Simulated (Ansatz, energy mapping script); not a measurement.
# TiClO monolayer: J from the energies of magnetic orders, part 2 of 3

Aim: the exchange couplings of TiClO monolayer from the energies of a few collinear orders, and the ordering temperature that they give.

PBEsol with U = 2.1 eV on Ti d, ortho-atomic projectors; plane waves, U on orthogonalised atomic orbitals unless named otherwise, collinear spin, no spin–orbit coupling.

So far. Step 4 (Parallel start in cell A (6 atoms)): The run ends ferromagnetic.

## 5. Run 2 (compensated +−; cell A, 6 atoms)

This order reverses 4 of the 4 neighbours at 3.21 Å, 0 of the 2 neighbours at 3.38 Å and 0 of the 2 neighbours at 3.79 Å, counted for an average magnetic atom.

Input file input.yaml:

```yaml
crystal:
  lattice:
    - [3.38, 0.0, 0.0]
    - [0.0, 3.79, 0.0]
    - [0.0, 0.0, 20.1392]
  atoms:
    - { symbol: Ti, position: [0.0, 0.5, 0.548644], spin: 1.0 }
    - { symbol: Ti, position: [0.5, 0.0, 0.451356], spin: -1.0 }
    - { symbol: Cl, position: [0.5, 0.5, 0.627592] }
    - { symbol: O, position: [0.5, 0.5, 0.474083] }
    - { symbol: O, position: [0.0, 0.0, 0.525917] }
    - { symbol: Cl, position: [0.0, 0.0, 0.372408] }
magnetization:
  spin_polarized: true
kpoints:
  mp_grid: { grid: [8, 7, 1] }
hamiltonian:
  xc: pbesol
  hubbard:
    sites:
      - { species: Ti, l: d, u_eff: 2.1 }
      - { site: 0, l: d, u_eff: 2.1, starting_ns: [{ spin: up, occupation_matrix: ti1_major }, { spin: down, occupation_matrix: ti1_minor }] }
      - { site: 1, l: d, u_eff: 2.1, starting_ns: [{ spin: up, occupation_matrix: ti2_minor }, { spin: down, occupation_matrix: ti2_major }] }
    projectors: ortho-atomic
    occupation_matrices:
      ti1_major:
        matrix:
          - [0.826, 0.0, 0.0, -0.295, 0.0]
          - [0.0, 0.216, 0.0, 0.0, 0.0]
          - [0.0, 0.0, 0.142, 0.0, 0.0]
          - [-0.295, 0.0, 0.0, 0.418, 0.0]
          - [0.0, 0.0, 0.0, 0.0, 0.127]
      ti1_minor:
        matrix:
          - [0.098, 0.0, 0.0, 0.066, 0.0]
          - [0.0, 0.197, 0.0, 0.0, 0.0]
          - [0.0, 0.0, 0.121, 0.0, 0.0]
          - [0.066, 0.0, 0.0, 0.2, 0.0]
          - [0.0, 0.0, 0.0, 0.0, 0.113]
      ti2_major:
        matrix:
          - [0.826, 0.0, 0.0, -0.295, 0.0]
          - [0.0, 0.216, 0.0, 0.0, 0.0]
          - [0.0, 0.0, 0.142, 0.0, 0.0]
          - [-0.295, 0.0, 0.0, 0.418, 0.0]
          - [0.0, 0.0, 0.0, 0.0, 0.127]
      ti2_minor:
        matrix:
          - [0.098, 0.0, 0.0, 0.066, 0.0]
          - [0.0, 0.197, 0.0, 0.0, 0.0]
          - [0.0, 0.0, 0.121, 0.0, 0.0]
          - [0.066, 0.0, 0.0, 0.2, 0.0]
          - [0.0, 0.0, 0.0, 0.0, 0.113]
scf:
  occupations: { method: fermi_dirac, width: 0.04 }
output:
  eigenvalues: true
  write_density: true
  write_potential: true
  elf: true
  volumetric_format: npy
```

On the command line:

```bash
$ ansatz run input.yaml --threads 4 --pin off --max-ram 8192MiB --backend cpu --events-out ev --progress --plain --runs-dir out
```

Numbers of over 12 decimals in the logs are rounded to 6 here.

Output:

```text
[...]
Crystal: 6 atoms, lattice volume = 257.987 Å³
Basis set: ecut = 420 eV, 5069 PW (Γ)
Bands: 32, of which v1, the nominal top of the filled ones, is band 25 counted from 1 (24 counted from 0)
Symmetry: 4 space group operations
[...]
k-points: 20 of 56
[...]
Starting moments: Σ|m| = 2 μB on 2 of 6 sites
Starting magnetic order: antiferromagnet; an inversion exchanges its spin sublattices: spin-degenerate at every k-point
[...]
SCF iter   1: F=—  HF=-8200.774142 eV  |F-HF|=—  |Δ(HF+E_count)|=         —  Δρ=4.08e-2 (↑4.08e-2 ↓4.08e-2)  dr2=1.65e1  dr2_m=4.22e-1  M=0.000 μB ∫|m|=2.028 μB  β_m=0.30  ethr=3.10e-3  ⟨swp⟩=7.3  Hψ=6107  notcnv=0
[...]
SCF iter  13: F=-8196.851300 eV  HF=-8196.851300 eV  |F-HF|=8.19e-9  |Δ(HF+E_count)|=   1.76e-8  Δρ=8.82e-7 (↑8.65e-7 ↓8.82e-7)  dr2=5.37e-9  dr2_m=1.07e-9  M=-0.000 μB ∫|m|=2.155 μB  ethr=2.00e-10  ⟨swp⟩=9.0  Hψ=4918  notcnv=0
SCF 1 converged in 13 iterations: F = -8196.851300 eV  dr2 = 5.37e-9
[...]
SCF converged after 13 iterations
Magnetization: -0.0000 μB (25.0000 up, 25.0000 down)
Absolute magnetization: 2.1367 μB (∫|ρ↑−ρ↓|, with the PAW one-centre terms)
[...]
Per-site moments (μB) at R_I (Å): [(0.665697, 0.804165), (-0.665698, 0.804165), (0.004447, 0.957146), (0.032694, 0.804165), (-0.032694, 0.804165), (-0.00444682, 0.957146)]
Free energy (F): -8196.851300 eV
[...]
Internal energy: -8196.851300 eV  (E = F + TS)
E sigma→0 (E₀):  -8196.851300 eV
Entropy (-TS):   -0.000000 eV (-0.000 meV/atom)
Fermi energy:    0.272466 eV
[...]
--- Specified on-site occupations, and those of the state reported ---
  electrons in the specified blocks: 4.9160 specified, 4.9126 found
[...]
--- Band table (eV; the first three rows and the last of 40) ---
  k-point 0 ↑: bands = [... 21 lower, -3.6824, -3.6475, -3.0550, -1.1222, 0.8052, 1.8231, 1.9746, 2.2624, ... 3 higher]
  k-point 1 ↑: bands = [... 21 lower, -3.7415, -3.3717, -3.2588, -1.1067, 1.1057, 1.8399, 1.9204, 1.9706, ... 3 higher]
  k-point 2 ↑: bands = [... 21 lower, -3.7234, -3.6013, -3.2148, -1.1458, 1.6182, 1.6537, 1.8860, 2.1608, ... 3 higher]
  k-point 19 ↓: bands = [... 21 lower, -4.3154, -3.7883, -3.7427, -0.3263, 1.2923, 1.7099, 2.0058, 2.5055, ... 3 higher]
Occupation matrices written to <dir>
```

Run time: 16 s. Hardware: 4 threads of Arm Neoverse V1, shared host; peak memory 0.81 GiB.

Spin moment in the sphere by atom:

| atom | spin moment in the sphere (μB) |
| --- | --- |
| Ti1 | 0.666 |
| Ti2 | -0.666 |
| Cl3 | 0.004 |
| O4 | 0.033 |
| O5 | -0.033 |
| Cl6 | -0.004 |

The run ends antiferromagnetic, 0.27 meV a magnetic atom below the parallel order of its cell.

Spin density in the ca plane at fractional y = 0.000, with atoms of Ti and O and Cl within 0.2 Å of it.

Ten even steps from '0' (-0.75 e/Å³) to '9' (0.01 e/Å³), each cell a mean:
```
99999999999999999999999999999999999999999999
99999999999999789999999999999999999999999999
99999999999998349999999999999999999999999999
99999999999864114799999999999999999999999999
99999999999851001699999999999999999999999999
99999999999987238899999999999999999999999999
99999999999999669999999999999999999999999999
99999999999999899999999999999999999999999999
99999999999999999999999999999999999999999999
```
Columns run along c (16.0 Å, from fractional 0.19 to 0.99 of the cell), rows up along a (3.4 Å). Atoms in or near the plane, at fractional coordinates: Ti at (0.45, 0.50), O at (0.53, 0.00), Cl at (0.37, 0.00).

ELF in the ca plane at fractional y = 0.000, with atoms of Ti and O and Cl within 0.2 Å of it. It is the smooth field of the valence electrons, not physical close to the nuclei.

Values, 5 rows by 16 columns, each cell a mean:
```
0.00 0.00 0.00 0.01 0.27 0.81 0.74 0.50 0.36 0.73 0.49 0.02 0.00 0.00 0.00 0.00
0.00 0.00 0.00 0.00 0.07 0.40 0.58 0.40 0.40 0.35 0.12 0.02 0.01 0.00 0.00 0.00
0.00 0.00 0.00 0.00 0.01 0.07 0.19 0.45 0.48 0.12 0.02 0.02 0.01 0.00 0.00 0.00
0.00 0.00 0.00 0.00 0.12 0.58 0.74 0.40 0.34 0.54 0.22 0.01 0.01 0.00 0.00 0.00
0.00 0.00 0.00 0.01 0.31 0.84 0.62 0.55 0.41 0.65 0.56 0.02 0.00 0.00 0.00 0.00
```
Columns run along c (16.0 Å, from fractional 0.07 to 0.86 of the cell), rows up along a (3.4 Å). Atoms in or near the plane, at fractional coordinates: Ti at (0.45, 0.50), O at (0.53, 0.00), Cl at (0.37, 0.00).

## 6. Parallel start in cell B (12 atoms)

The parallel order again, as the reference for this cell.

input.yaml, as its differences from that of step 5:

```diff
@@ -2,3 +2,3 @@
   lattice:
-    - [3.38, 0.0, 0.0]
+    - [6.76, 0.0, 0.0]
     - [0.0, 3.79, 0.0]
@@ -7,7 +7,13 @@
     - { symbol: Ti, position: [0.0, 0.5, 0.548644], spin: 1.0 }
-    - { symbol: Ti, position: [0.5, 0.0, 0.451356], spin: -1.0 }
-    - { symbol: Cl, position: [0.5, 0.5, 0.627592] }
-    - { symbol: O, position: [0.5, 0.5, 0.474083] }
+    - { symbol: Ti, position: [0.5, 0.5, 0.548644], spin: 1.0 }
+    - { symbol: Ti, position: [0.25, 0.0, 0.451356], spin: 1.0 }
+    - { symbol: Ti, position: [0.75, 0.0, 0.451356], spin: 1.0 }
+    - { symbol: Cl, position: [0.25, 0.5, 0.627592] }
+    - { symbol: Cl, position: [0.75, 0.5, 0.627592] }
+    - { symbol: O, position: [0.25, 0.5, 0.474083] }
+    - { symbol: O, position: [0.75, 0.5, 0.474083] }
     - { symbol: O, position: [0.0, 0.0, 0.525917] }
+    - { symbol: O, position: [0.5, 0.0, 0.525917] }
     - { symbol: Cl, position: [0.0, 0.0, 0.372408] }
+    - { symbol: Cl, position: [0.5, 0.0, 0.372408] }
 magnetization:
@@ -15,3 +21,3 @@
 kpoints:
-  mp_grid: { grid: [8, 7, 1] }
+  mp_grid: { grid: [4, 7, 1] }
 hamiltonian:
@@ -22,3 +28,5 @@
       - { site: 0, l: d, u_eff: 2.1, starting_ns: [{ spin: up, occupation_matrix: ti1_major }, { spin: down, occupation_matrix: ti1_minor }] }
-      - { site: 1, l: d, u_eff: 2.1, starting_ns: [{ spin: up, occupation_matrix: ti2_minor }, { spin: down, occupation_matrix: ti2_major }] }
+      - { site: 1, l: d, u_eff: 2.1, starting_ns: [{ spin: up, occupation_matrix: ti1_major }, { spin: down, occupation_matrix: ti1_minor }] }
+      - { site: 2, l: d, u_eff: 2.1, starting_ns: [{ spin: up, occupation_matrix: ti2_major }, { spin: down, occupation_matrix: ti2_minor }] }
+      - { site: 3, l: d, u_eff: 2.1, starting_ns: [{ spin: up, occupation_matrix: ti2_major }, { spin: down, occupation_matrix: ti2_minor }] }
     projectors: ortho-atomic
@@ -57,5 +65 @@
   eigenvalues: true
-  write_density: true
-  write_potential: true
-  elf: true
-  volumetric_format: npy
```

Output:

```text
[...]
Crystal: 12 atoms, lattice volume = 515.974 Å³
Basis set: ecut = 420 eV, 10101 PW (Γ)
Bands: 64, of which v1, the nominal top of the filled ones, is band 50 counted from 1 (49 counted from 0)
Symmetry: 16 space group operations
[...]
k-points: 12 of 28
[...]
Starting moments: Σ|m| = 4 μB on 4 of 12 sites
[...]
k-point 1 ↑: bands = [... 46 lower, -3.3761, -3.2674, -1.1469, -1.0562, -0.3075, -0.3075, 0.9463, 1.0405, ... 10 higher]
  k-point 2 ↑: bands = [... 46 lower, -3.4882, -3.2442, -1.1572, -1.1320, -0.3080, -0.3080, 1.1108, 1.1108, ... 10 higher]
  k-point 11 ↓: bands = [... 46 lower, -3.6150, -3.6150, 1.9810, 1.9810, 2.0486, 2.0486, 2.4100, 2.4100, ... 10 higher]
Occupation matrices written to <dir>
[key lines of the parts left out:]
SCF converged after 13 iterations
Magnetization: 4.0000 μB (52.0000 up, 48.0000 down)
Free energy (F): -16393.701512 eV
Fermi energy:    0.199030 eV
```

It took 21 s on 4 threads; peak memory 1.6 GiB; 77 s of CPU time.

The run ends ferromagnetic. For each magnetic atom its energy differs from the parallel run of the first cell by 0.00 meV, an error that one common reference would have brought in.

## 7. Order 4: compensated +−+−, cell B of 12 atoms

This order reverses 2 of the 4 neighbours at 3.21 Å, 2 of the 2 neighbours at 3.38 Å and 0 of the 2 neighbours at 3.79 Å, counted for an average magnetic atom.

input.yaml, as its differences from that of step 6:

```diff
@@ -7,5 +7,5 @@
     - { symbol: Ti, position: [0.0, 0.5, 0.548644], spin: 1.0 }
-    - { symbol: Ti, position: [0.5, 0.5, 0.548644], spin: 1.0 }
+    - { symbol: Ti, position: [0.5, 0.5, 0.548644], spin: -1.0 }
     - { symbol: Ti, position: [0.25, 0.0, 0.451356], spin: 1.0 }
-    - { symbol: Ti, position: [0.75, 0.0, 0.451356], spin: 1.0 }
+    - { symbol: Ti, position: [0.75, 0.0, 0.451356], spin: -1.0 }
     - { symbol: Cl, position: [0.25, 0.5, 0.627592] }
@@ -28,5 +28,5 @@
       - { site: 0, l: d, u_eff: 2.1, starting_ns: [{ spin: up, occupation_matrix: ti1_major }, { spin: down, occupation_matrix: ti1_minor }] }
-      - { site: 1, l: d, u_eff: 2.1, starting_ns: [{ spin: up, occupation_matrix: ti1_major }, { spin: down, occupation_matrix: ti1_minor }] }
+      - { site: 1, l: d, u_eff: 2.1, starting_ns: [{ spin: up, occupation_matrix: ti1_minor }, { spin: down, occupation_matrix: ti1_major }] }
       - { site: 2, l: d, u_eff: 2.1, starting_ns: [{ spin: up, occupation_matrix: ti2_major }, { spin: down, occupation_matrix: ti2_minor }] }
-      - { site: 3, l: d, u_eff: 2.1, starting_ns: [{ spin: up, occupation_matrix: ti2_major }, { spin: down, occupation_matrix: ti2_minor }] }
+      - { site: 3, l: d, u_eff: 2.1, starting_ns: [{ spin: up, occupation_matrix: ti2_minor }, { spin: down, occupation_matrix: ti2_major }] }
     projectors: ortho-atomic
```

Output:

```text
[...]
Crystal: 12 atoms, lattice volume = 515.974 Å³
Basis set: ecut = 420 eV, 10101 PW (Γ)
Bands: 64, of which v1, the nominal top of the filled ones, is band 50 counted from 1 (49 counted from 0)
Symmetry: 4 space group operations
[...]
k-points: 12 of 28
[...]
Starting moments: Σ|m| = 4 μB on 4 of 12 sites
[...]
k-point 1 ↑: bands = [... 46 lower, -3.3853, -3.2862, -0.8355, -0.7335, 0.9542, 1.1260, 1.3184, 1.5194, ... 10 higher]
  k-point 2 ↑: bands = [... 46 lower, -3.5048, -3.2364, -0.8427, -0.7899, 1.2333, 1.2351, 1.5391, 1.6113, ... 10 higher]
  k-point 11 ↓: bands = [... 46 lower, -3.6644, -3.6619, -0.6490, -0.6308, 1.5214, 1.5655, 1.8155, 1.8568, ... 10 higher]
Occupation matrices written to <dir>
[key lines of the parts left out:]
SCF converged after 15 iterations
Magnetization: 0.0000 μB (50.0000 up, 50.0000 down)
Free energy (F): -16393.836027 eV
Fermi energy:    0.092021 eV
```

Wall time 13 s (4 threads); peak memory 1.6 GiB.

The run ends antiferromagnetic, 33.63 meV a magnetic atom below the parallel order of its cell.

## 8. Order 5: uncompensated +++−, cell B of 12 atoms

This order reverses 2 of the 4 neighbours at 3.21 Å, 1 of the 2 neighbours at 3.38 Å and 0 of the 2 neighbours at 3.79 Å, counted for an average magnetic atom.

input.yaml, as its differences from that of step 7:

```diff
@@ -7,3 +7,3 @@
     - { symbol: Ti, position: [0.0, 0.5, 0.548644], spin: 1.0 }
-    - { symbol: Ti, position: [0.5, 0.5, 0.548644], spin: -1.0 }
+    - { symbol: Ti, position: [0.5, 0.5, 0.548644], spin: 1.0 }
     - { symbol: Ti, position: [0.25, 0.0, 0.451356], spin: 1.0 }
@@ -28,3 +28,3 @@
       - { site: 0, l: d, u_eff: 2.1, starting_ns: [{ spin: up, occupation_matrix: ti1_major }, { spin: down, occupation_matrix: ti1_minor }] }
-      - { site: 1, l: d, u_eff: 2.1, starting_ns: [{ spin: up, occupation_matrix: ti1_minor }, { spin: down, occupation_matrix: ti1_major }] }
+      - { site: 1, l: d, u_eff: 2.1, starting_ns: [{ spin: up, occupation_matrix: ti1_major }, { spin: down, occupation_matrix: ti1_minor }] }
       - { site: 2, l: d, u_eff: 2.1, starting_ns: [{ spin: up, occupation_matrix: ti2_major }, { spin: down, occupation_matrix: ti2_minor }] }
```

Output:

```text
[...]
Crystal: 12 atoms, lattice volume = 515.974 Å³
Basis set: ecut = 420 eV, 10101 PW (Γ)
Bands: 64, of which v1, the nominal top of the filled ones, is band 50 counted from 1 (49 counted from 0)
Symmetry: 4 space group operations
[...]
k-points: 12 of 28
[...]
Starting moments: Σ|m| = 4 μB on 4 of 12 sites
[...]
k-point 1 ↑: bands = [... 46 lower, -3.3826, -3.2760, -1.1258, -0.7602, -0.3243, 0.9468, 1.0726, 1.1485, ... 10 higher]
  k-point 2 ↑: bands = [... 46 lower, -3.4935, -3.2396, -1.1622, -0.7985, -0.3253, 1.1105, 1.2327, 1.5521, ... 10 higher]
  k-point 11 ↓: bands = [... 46 lower, -3.6391, -3.6331, -0.6209, 1.5417, 1.8451, 1.9536, 2.0220, 2.0964, ... 10 higher]
Occupation matrices written to <dir>
[key lines of the parts left out:]
SCF converged after 14 iterations
Magnetization: 2.0000 μB (51.0000 up, 49.0000 down)
Free energy (F): -16393.769398 eV
Fermi energy:    0.191412 eV
```

The job ended after 33 s (4 threads; peak memory 1.5 GiB; 2.1 min of CPU time).

The run ends ferrimagnetic, 16.97 meV a magnetic atom below the parallel order of its cell.

## 9. Parallel start in cell C (12 atoms)

The parallel order again, as the reference for this cell.

This run holds the same structure in another cell (a 6.760 → 3.380 Å, b 3.790 → 7.580 Å).

input.yaml, as its differences from that of step 8:

```diff
@@ -2,18 +2,18 @@
   lattice:
-    - [6.76, 0.0, 0.0]
-    - [0.0, 3.79, 0.0]
+    - [3.38, 0.0, 0.0]
+    - [0.0, 7.58, 0.0]
     - [0.0, 0.0, 20.1392]
   atoms:
-    - { symbol: Ti, position: [0.0, 0.5, 0.548644], spin: 1.0 }
-    - { symbol: Ti, position: [0.5, 0.5, 0.548644], spin: 1.0 }
-    - { symbol: Ti, position: [0.25, 0.0, 0.451356], spin: 1.0 }
-    - { symbol: Ti, position: [0.75, 0.0, 0.451356], spin: -1.0 }
-    - { symbol: Cl, position: [0.25, 0.5, 0.627592] }
-    - { symbol: Cl, position: [0.75, 0.5, 0.627592] }
-    - { symbol: O, position: [0.25, 0.5, 0.474083] }
-    - { symbol: O, position: [0.75, 0.5, 0.474083] }
+    - { symbol: Ti, position: [0.0, 0.25, 0.548644], spin: 1.0 }
+    - { symbol: Ti, position: [0.0, 0.75, 0.548644], spin: 1.0 }
+    - { symbol: Ti, position: [0.5, 0.0, 0.451356], spin: 1.0 }
+    - { symbol: Ti, position: [0.5, 0.5, 0.451356], spin: 1.0 }
+    - { symbol: Cl, position: [0.5, 0.25, 0.627592] }
+    - { symbol: Cl, position: [0.5, 0.75, 0.627592] }
+    - { symbol: O, position: [0.5, 0.25, 0.474083] }
+    - { symbol: O, position: [0.5, 0.75, 0.474083] }
     - { symbol: O, position: [0.0, 0.0, 0.525917] }
-    - { symbol: O, position: [0.5, 0.0, 0.525917] }
+    - { symbol: O, position: [0.0, 0.5, 0.525917] }
     - { symbol: Cl, position: [0.0, 0.0, 0.372408] }
-    - { symbol: Cl, position: [0.5, 0.0, 0.372408] }
+    - { symbol: Cl, position: [0.0, 0.5, 0.372408] }
 magnetization:
@@ -21,3 +21,3 @@
 kpoints:
-  mp_grid: { grid: [4, 7, 1] }
+  mp_grid: { grid: [8, 4, 1] }
 hamiltonian:
@@ -30,3 +30,3 @@
       - { site: 2, l: d, u_eff: 2.1, starting_ns: [{ spin: up, occupation_matrix: ti2_major }, { spin: down, occupation_matrix: ti2_minor }] }
-      - { site: 3, l: d, u_eff: 2.1, starting_ns: [{ spin: up, occupation_matrix: ti2_minor }, { spin: down, occupation_matrix: ti2_major }] }
+      - { site: 3, l: d, u_eff: 2.1, starting_ns: [{ spin: up, occupation_matrix: ti2_major }, { spin: down, occupation_matrix: ti2_minor }] }
     projectors: ortho-atomic
```

Output:

```text
[...]
Crystal: 12 atoms, lattice volume = 515.974 Å³
Basis set: ecut = 420 eV, 10097 PW (Γ)
Bands: 64, of which v1, the nominal top of the filled ones, is band 50 counted from 1 (49 counted from 0)
Symmetry: 16 space group operations
[...]
k-points: 15 of 32
[...]
Starting moments: Σ|m| = 4 μB on 4 of 12 sites
[...]
k-point 1 ↑: bands = [... 46 lower, -3.2837, -3.2231, -1.2180, -1.1889, -1.1554, -1.0498, 0.8770, 1.5115, ... 10 higher]
  k-point 2 ↑: bands = [... 46 lower, -3.2600, -3.2600, -1.1388, -1.1388, -1.1099, -1.1099, 1.4146, 1.4146, ... 10 higher]
  k-point 14 ↓: bands = [... 46 lower, -3.4163, -3.4163, 1.6115, 1.6115, 1.6115, 1.6115, 2.0782, 2.0782, ... 10 higher]
Occupation matrices written to <dir>
[key lines of the parts left out:]
SCF converged after 13 iterations
Magnetization: 4.0000 μB (52.0000 up, 48.0000 down)
Free energy (F): -16393.701436 eV
Fermi energy:    0.201605 eV
```

Run time: 23 s. Hardware: 4 threads; peak memory 1.8 GiB.

The run ends ferromagnetic. For each magnetic atom its energy differs from the parallel run of the first cell by 0.02 meV, an error that one common reference would have brought in.

## 10. Order 7: compensated +−+−, cell C of 12 atoms

This order reverses 2 of the 4 neighbours at 3.21 Å, 0 of the 2 neighbours at 3.38 Å and 2 of the 2 neighbours at 3.79 Å, counted for an average magnetic atom.

input.yaml, as its differences from that of step 9:

```diff
@@ -7,5 +7,5 @@
     - { symbol: Ti, position: [0.0, 0.25, 0.548644], spin: 1.0 }
-    - { symbol: Ti, position: [0.0, 0.75, 0.548644], spin: 1.0 }
+    - { symbol: Ti, position: [0.0, 0.75, 0.548644], spin: -1.0 }
     - { symbol: Ti, position: [0.5, 0.0, 0.451356], spin: 1.0 }
-    - { symbol: Ti, position: [0.5, 0.5, 0.451356], spin: 1.0 }
+    - { symbol: Ti, position: [0.5, 0.5, 0.451356], spin: -1.0 }
     - { symbol: Cl, position: [0.5, 0.25, 0.627592] }
@@ -28,5 +28,5 @@
       - { site: 0, l: d, u_eff: 2.1, starting_ns: [{ spin: up, occupation_matrix: ti1_major }, { spin: down, occupation_matrix: ti1_minor }] }
-      - { site: 1, l: d, u_eff: 2.1, starting_ns: [{ spin: up, occupation_matrix: ti1_major }, { spin: down, occupation_matrix: ti1_minor }] }
+      - { site: 1, l: d, u_eff: 2.1, starting_ns: [{ spin: up, occupation_matrix: ti1_minor }, { spin: down, occupation_matrix: ti1_major }] }
       - { site: 2, l: d, u_eff: 2.1, starting_ns: [{ spin: up, occupation_matrix: ti2_major }, { spin: down, occupation_matrix: ti2_minor }] }
-      - { site: 3, l: d, u_eff: 2.1, starting_ns: [{ spin: up, occupation_matrix: ti2_major }, { spin: down, occupation_matrix: ti2_minor }] }
+      - { site: 3, l: d, u_eff: 2.1, starting_ns: [{ spin: up, occupation_matrix: ti2_minor }, { spin: down, occupation_matrix: ti2_major }] }
     projectors: ortho-atomic
```

Output:

```text
[...]
Crystal: 12 atoms, lattice volume = 515.974 Å³
Basis set: ecut = 420 eV, 10097 PW (Γ)
Bands: 64, of which v1, the nominal top of the filled ones, is band 50 counted from 1 (49 counted from 0)
Symmetry: 4 space group operations
[...]
k-points: 15 of 32
[...]
Starting moments: Σ|m| = 4 μB on 4 of 12 sites
[...]
k-point 1 ↑: bands = [... 46 lower, -3.2626, -3.2181, -1.1746, -1.1310, 1.0805, 1.6253, 1.6511, 1.8629, ... 10 higher]
  k-point 2 ↑: bands = [... 46 lower, -3.2555, -3.2011, -1.1337, -1.1165, 1.4427, 1.5454, 1.6241, 1.7048, ... 10 higher]
  k-point 14 ↓: bands = [... 46 lower, -3.4068, -3.4068, -0.3064, -0.3064, 1.1503, 1.1503, 1.4213, 1.4213, ... 10 higher]
Occupation matrices written to <dir>
[key lines of the parts left out:]
SCF converged after 15 iterations
Magnetization: 0.0000 μB (50.0000 up, 50.0000 down)
Free energy (F): -16393.699937 eV
Fermi energy:    0.298613 eV
```

Wall time 16 s (4 threads); peak memory 1.7 GiB; 60 s of CPU time.

The run ends antiferromagnetic, 0.37 meV a magnetic atom above the parallel order of its cell.

(Continued in part 3 of 3.)

[Logs and program files are shortened in this print: banners, set-up blocks, solver, clock and traceback lines can be left out without a mark of their own.]

[Logs are printed without paths, hosts, clocks, repeated set-up lines and the standing remarks that a program may print on its own settings, such as how far it seeks lower states.]

[Hosts, paths, dates, database ids (printed as entryN), source tags and the programs' standing remarks are cut or masked in the printed files.]

[Where a cell is said to come from a database of computed structures, the database is the Materials Project.]
